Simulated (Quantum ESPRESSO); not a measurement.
# Nb (Im-3m): pw.x, ph.x and EPW, part 2 of 2

The plan: phonons and Wannier functions of Nb (Im-3m), and, if the interpolated phonons are stable, its coupling and resistivity.

Quantum ESPRESSO 7.5; DFT PBEsol, scalar-relativistic, plane waves, PseudoDojo 0.4.1 norm-conserving pseudopotentials.

So far. Step 2 (Relaxation): The volume ends at 17.54 Å³ an atom, -4.8 % from the start. Step 3 (Ground state): The Fermi level lies at 18.38 eV and the pressure is -0.042 GPa.

The database entry behind the starting cell differs from other determinations of this structure, so it need not match the best structure at room temperature.

## (4) Phonons on the coarse mesh (continued)

Frequencies at the irreducible wavevectors:

```csv
q1,q2,q3,star,mode 1 (cm⁻¹),mode 2 (cm⁻¹),mode 3 (cm⁻¹)
0,0,0,1,-5.2,-5.2,-5.2
0,0,0.25,12,69.4,94.9,139.6
0,0,-0.5,6,136.5,169.1,181.9
0,0.25,0.25,24,121.9,122.5,199.5
0.25,0.25,0.25,2,172.4,172.4,172.4
0.25,0.25,-0.25,6,110.3,110.3,202.2
0.25,-0.5,-0.5,12,126.1,187.4,194.3
-0.5,-0.5,-0.5,1,216.6,216.6,216.6
```

The lowest mode off the zone centre lies at 69.4 cm⁻¹ and the highest of all solved modes at 217 cm⁻¹, so the solved wavevectors are stable. The acoustic modes at the centre lie within 5.2 cm⁻¹ of zero before the sum rule is imposed.

## (5) Bands for the check

Bands on a path, off the coarse mesh, serve later as the test of the Wannier interpolation.

bands.in

```
 &control
    calculation='bands',
    prefix='x',
    outdir='./tmp',
    pseudo_dir='./pseudo',
    verbosity='high',
 /
 &system
    ibrav=0,
    nat=1,
    ntyp=1,
    ecutwfc=82.0,
    occupations='smearing',
    smearing='mv',
    degauss=0.02,
    nbnd=29,
 /
 &electrons
    conv_thr=1.0d-10,
 /
ATOMIC_SPECIES
 Nb     92.9064  Nb.upf
CELL_PARAMETERS angstrom
    -1.636629800    1.636629800    1.636629800
     1.636629800   -1.636629800    1.636629800
     1.636629800    1.636629800   -1.636629800
ATOMIC_POSITIONS crystal
 Nb     0.000000000   0.000000000   0.000000000
K_POINTS crystal
70
 0.00000000 0.00000000 0.00000000 0.01428571
 0.02941176 -0.02941176 0.02941176 0.01428571
 0.05882353 -0.05882353 0.05882353 0.01428571
 0.08823529 -0.08823529 0.08823529 0.01428571
[the list of k-points goes on]
```

On the command line:

```
$ OMP_NUM_THREADS=1 mpirun -n 8 pw.x -nk 8 -in bands.in > bands.out
```

Standard output:

```text
[banner, memory and clock lines left out]
[...]
number of Kohn-Sham states=           29
```

Elapsed: 4.1 s, on 8 MPI ranks of Arm Neoverse V2, shared host; 28 s of CPU time.

## (6) States on the coarse mesh

Wannier functions need the states on a full uniform k mesh that is a multiple of the q mesh.

nscf.in

```
 &control
    calculation='nscf',
    prefix='x',
    outdir='./tmp',
    pseudo_dir='./pseudo',
    verbosity='high',
 /
 &system
    ibrav=0,
    nat=1,
    ntyp=1,
    ecutwfc=82.0,
    occupations='smearing',
    smearing='mv',
    degauss=0.02,
    nbnd=29,
 /
 &electrons
    conv_thr=1.0d-11,
 /
ATOMIC_SPECIES
 Nb     92.9064  Nb.upf
CELL_PARAMETERS angstrom
    -1.636629800    1.636629800    1.636629800
     1.636629800   -1.636629800    1.636629800
     1.636629800    1.636629800   -1.636629800
ATOMIC_POSITIONS crystal
 Nb     0.000000000   0.000000000   0.000000000
K_POINTS crystal
512
 0.00000000 0.00000000 0.00000000 0.00195312
 0.00000000 0.00000000 0.12500000 0.00195312
 0.00000000 0.00000000 0.25000000 0.00195312
 0.00000000 0.00000000 0.37500000 0.00195312
[the list of k-points goes on]
```

On the command line:

```
$ OMP_NUM_THREADS=1 mpirun -n 8 pw.x -nk 8 -in nscf.in > nscf.out
```

Standard output:

```text
[banner, memory and clock lines left out]
[...]
number of Kohn-Sham states=           29
     the Fermi energy is    18.3033 ev
```

Run time: 29 s. Hardware: 8 MPI ranks; 3.4 min of CPU time.

Read from the output:

| Quantity | Value |
| --- | --- |
| Fermi energy | 18.30 eV |

## (7) Wannier functions and couplings

Projections Nb s, p, d start 9 Wannier functions; states up to 2.5 eV over the Fermi level are frozen, and the projected functions are kept without minimising their spreads. Hamiltonian, force constants and couplings go to real space.

epw1.in

```
--
 &inputepw
    prefix='x',
    outdir='./tmp',
    dvscf_dir='./save',
    elph=.true.,
    etf_mem=1,
    nbndsub=9,
    bands_skipped='exclude_bands = 1-4',
    use_ws=.true.,
    vme='wannier',
    asr_typ='crystal',
    nk1=8,
    nk2=8,
    nk3=8,
    nq1=4,
    nq2=4,
    nq3=4,
    amass(1)=92.9064,
    epwwrite=.true.,
    epwread=.false.,
    wannierize=.true.,
    num_iter=0,
    dis_win_max=58.38,
    dis_froz_max=20.878,
    proj(1)='Nb:s;p;d',
    wdata(1)='dis_num_iter = 600',
    wdata(2)='guiding_centres = .true.',
    wdata(3)='num_print_cycles = 50',
    wdata(4)='dis_mix_ratio = 0.7',
    band_plot=.true.,
    filkf='path.dat',
    filqf='path.dat',
    fsthick=100.0,
    efermi_read=.true.,
    fermi_energy=18.3784,
 /
```

On the command line:

```
$ OMP_NUM_THREADS=1 mpirun -n 8 epw.x -nk 8 -in epw1.in > epw1.out
```

Standard output:

```text
[the first part of the log is left out]
     Number of WS vectors for phonons       89
     Number of WS vectors for electron-phonon       89
     Maximum number of cores for efficient parallelization       89
     Inside velocity step 1
     Velocity matrix elements calculated
     Writing Hamiltonian, Dynamical matrix and EP vertex in Wann rep to file
     ===================================================================
     Memory usage:  VmHWM =       261Mb
                   VmPeak =       732Mb
     ===================================================================
     Using q-mesh file: path.dat
     WARNING: q-point weigths do not add up to 1 [loadqmesh_serial]
     Size of q point mesh for interpolation:         70
     Using k-mesh file: path.dat
     WARNING: k-point weigths do not add up to 1 [loadkmesh_para]
     Size of k point mesh for interpolation:         70
     Fermi energy coarse grid =  18.303321 eV
     ===================================================================
     Fermi energy is read from the input file: Ef =  18.378400 eV
     ===================================================================
     Skipping    4 occupied bands:
     The Fermi level will be determined with   5.00000 electrons
              ibndmin =     1  ebndmin =    12.425 eV
              ibndmax =     9  ebndmax =    46.936 eV
     Number of ep-matrix elements per pool :         2187 ~=   17.09 Kb (@ 8 bytes/ DP)
     We only need to compute       70 q-points
     ===================================================================
     Memory usage:  VmHWM =       261Mb
                   VmPeak =       732Mb
     ===================================================================
```

Wall time 4.4 min (8 MPI ranks); 32 min of CPU time.

Numbers from this step:

```
r.m.s. error of the interpolated bands from 2 eV under to 1 eV over the Fermi level : 7 meV
largest error in that range                                                         : 33.5 meV
lowest interpolated frequency on the path                                           : -37.7 cm⁻¹
```

The electronic bands at the labelled points (eV, zero at the Fermi level; # counts the bands kept):

```csv
point,#1,#2,#3,#4,#5,#6
Γ,-5.95,0.39,0.39,0.39,3.38,3.38
0.47 of the way,-2.66,-0.84,0.86,0.86,2.39,4.85
H,-3.87,-3.87,5.86,5.86,5.86,9.34
halfway,-2.84,-1.83,0.87,1.82,6.25,8.31
N,-3.81,-1.72,2.46,3.44,4.14,6.67
halfway,-3.99,-0.80,-0.08,2.80,2.86,3.54
Γ,-5.95,0.39,0.39,0.39,3.38,3.38
halfway,-2.95,-1.14,-1.14,3.44,3.44,4.85
P,-1.08,-1.08,-1.08,4.29,4.29,9.74
halfway,-1.62,-1.62,-1.30,3.97,3.97,10.81
H,-3.87,-3.87,5.86,5.86,5.86,9.34
```

The same for Wannier interpolation:

```csv
point,#1,#2,#3,#4,#5,#6
Γ,-5.95,0.39,0.39,0.39,3.78,3.78
H,-3.87,-3.87,5.86,5.86,5.86,11.96
N,-3.81,-1.72,2.46,3.56,4.42,6.67
Γ,-5.95,0.39,0.39,0.39,3.78,3.78
P,-1.08,-1.08,-1.08,4.29,4.29,9.75
H,-3.87,-3.87,5.86,5.86,5.86,11.96
```

The first set of electronic bands as a text plot (rows in eV, shown from -6.0 to 8.0 only):

```
    7.7 |           *
    7.1 |          *        *                    *
    6.5 |         *         *****
    6.0 |        *   ******* *   *              *               *
    5.4 |           ** *      *   *                           ***
    4.8 |     ***  *           *               *             *
    4.2 |   **    * *           ** *              *******  **  *
    3.6 |***     * *    *       **********    ****       **
    3.1 |**     *        *    **   ** *** *****               *
    2.5 |  *   *  *      **  *  *    *       *
    1.9 |   * *  *        ***  * *   *                       *
    1.3 |    *  *             *   *   *     *
    0.7 | ******           *       *   ** **                *
    0.2 |****                *      *********
   -0.4 |     *             *        **      *     *   *
   -1.0 |      *             *     **         **  * *** ****
   -1.6 |       *          *  *****             ****  *   **
   -2.2 |       **        *                     *      ***
   -2.8 |      * ***     ***                   *            **
   -3.3 |     *    **   **  ***    *          *               *
   -3.9 |    *       ***       **** *        *                 **
   -4.5 |                            *
   -5.1 |  **                         **    *
   -5.7 |**                             ****
         Γ            H         N        Γ           P          H
```

Phonon branches along the path, in cm⁻¹:

```csv
point,branch 1,branch 2,branch 3
Γ,0,0,0
0.47 of the way,96,96,204
H,217,217,217
halfway,126,187,194
N,137,169,182
halfway,70,95,140
Γ,0,0,0
halfway,77,77,179
P,172,172,172
halfway,118,179,179
H,217,217,217
```

The phonon branches as a text plot (rows in cm⁻¹):

```
    211 |           *****                                     ***
    201 |     ***  *     **                      ***         * *
    190 |    *    * *   * **                    *           *
    180 |        * *        ******             *    * ******  *
    169 |        **      *    *** **                **       *
    158 |                        *            *       *
    148 |                 *                        *        *
    137 |   *                  ** * *        *    *    *
    127 |       *          *  *  **  *                  *
    116 |                   **     *                     ***
    105 |  *                          *          *
     95 |      *                    *           *
     84 |                            * *    *
     74 | *                         *          *
     63 |     *                       *       *
     52 |                              *   * *
     42 |                            *
     31 |*   *                          * * *
     21 |                               *  *
     10 |                                 *
     -1 |                                *
    -11 |*                            * *
    -22 | *
    -32 |  **                          *
         Γ            H         N        Γ           P          H
```

Near the Fermi level the interpolated bands miss those of pw.x by 7 meV r.m.s. and 34 meV at most, small against the features of the Fermi surface. The interpolated phonons go imaginary on the path, to 37.7i cm⁻¹.

## (8) Summary of results

```
lowest solved frequency off the zone centre : 69.4 cm⁻¹
lowest interpolated frequency on the path   : -37.7 cm⁻¹
band error of the Wannier functions         : 7 meV r.m.s.
```

Step 7: Of the bands kept, 2 cross the Fermi level on this path. Step 7: The highest branch reaches 217 cm⁻¹ on this path, at H. Step 7: A branch goes imaginary (drawn negative), down to -37.7 cm⁻¹ between Γ and H, between computed points or near Γ, where interpolation can make such dips. Off the zone centre all modes solved on the 4×4×4 mesh are real, but the Fourier interpolation between them turns a branch imaginary, down to 37.7i cm⁻¹. Force constants of long range, as near Kohn anomalies, are cut off by so coarse a mesh; a finer q mesh is needed before couplings can be summed, so the chain stops without λ or ρ.

[Long decimals in the printed logs are rounded to 6 places.]

[The logs of pw.x and epw.x are selected lines.]

[Logs are printed without paths, hosts, clocks, repeated set-up lines and the standing remarks that a program may print on its own settings, such as how far it seeks lower states.]

[Hosts, paths, dates, database ids (printed as entryN), source tags and the programs' standing remarks are cut or masked in the printed files.]

[Where an α²F curve comes without its own λ, its integral differs from the program's λ by over 10 % or holds noise near zero frequency.]
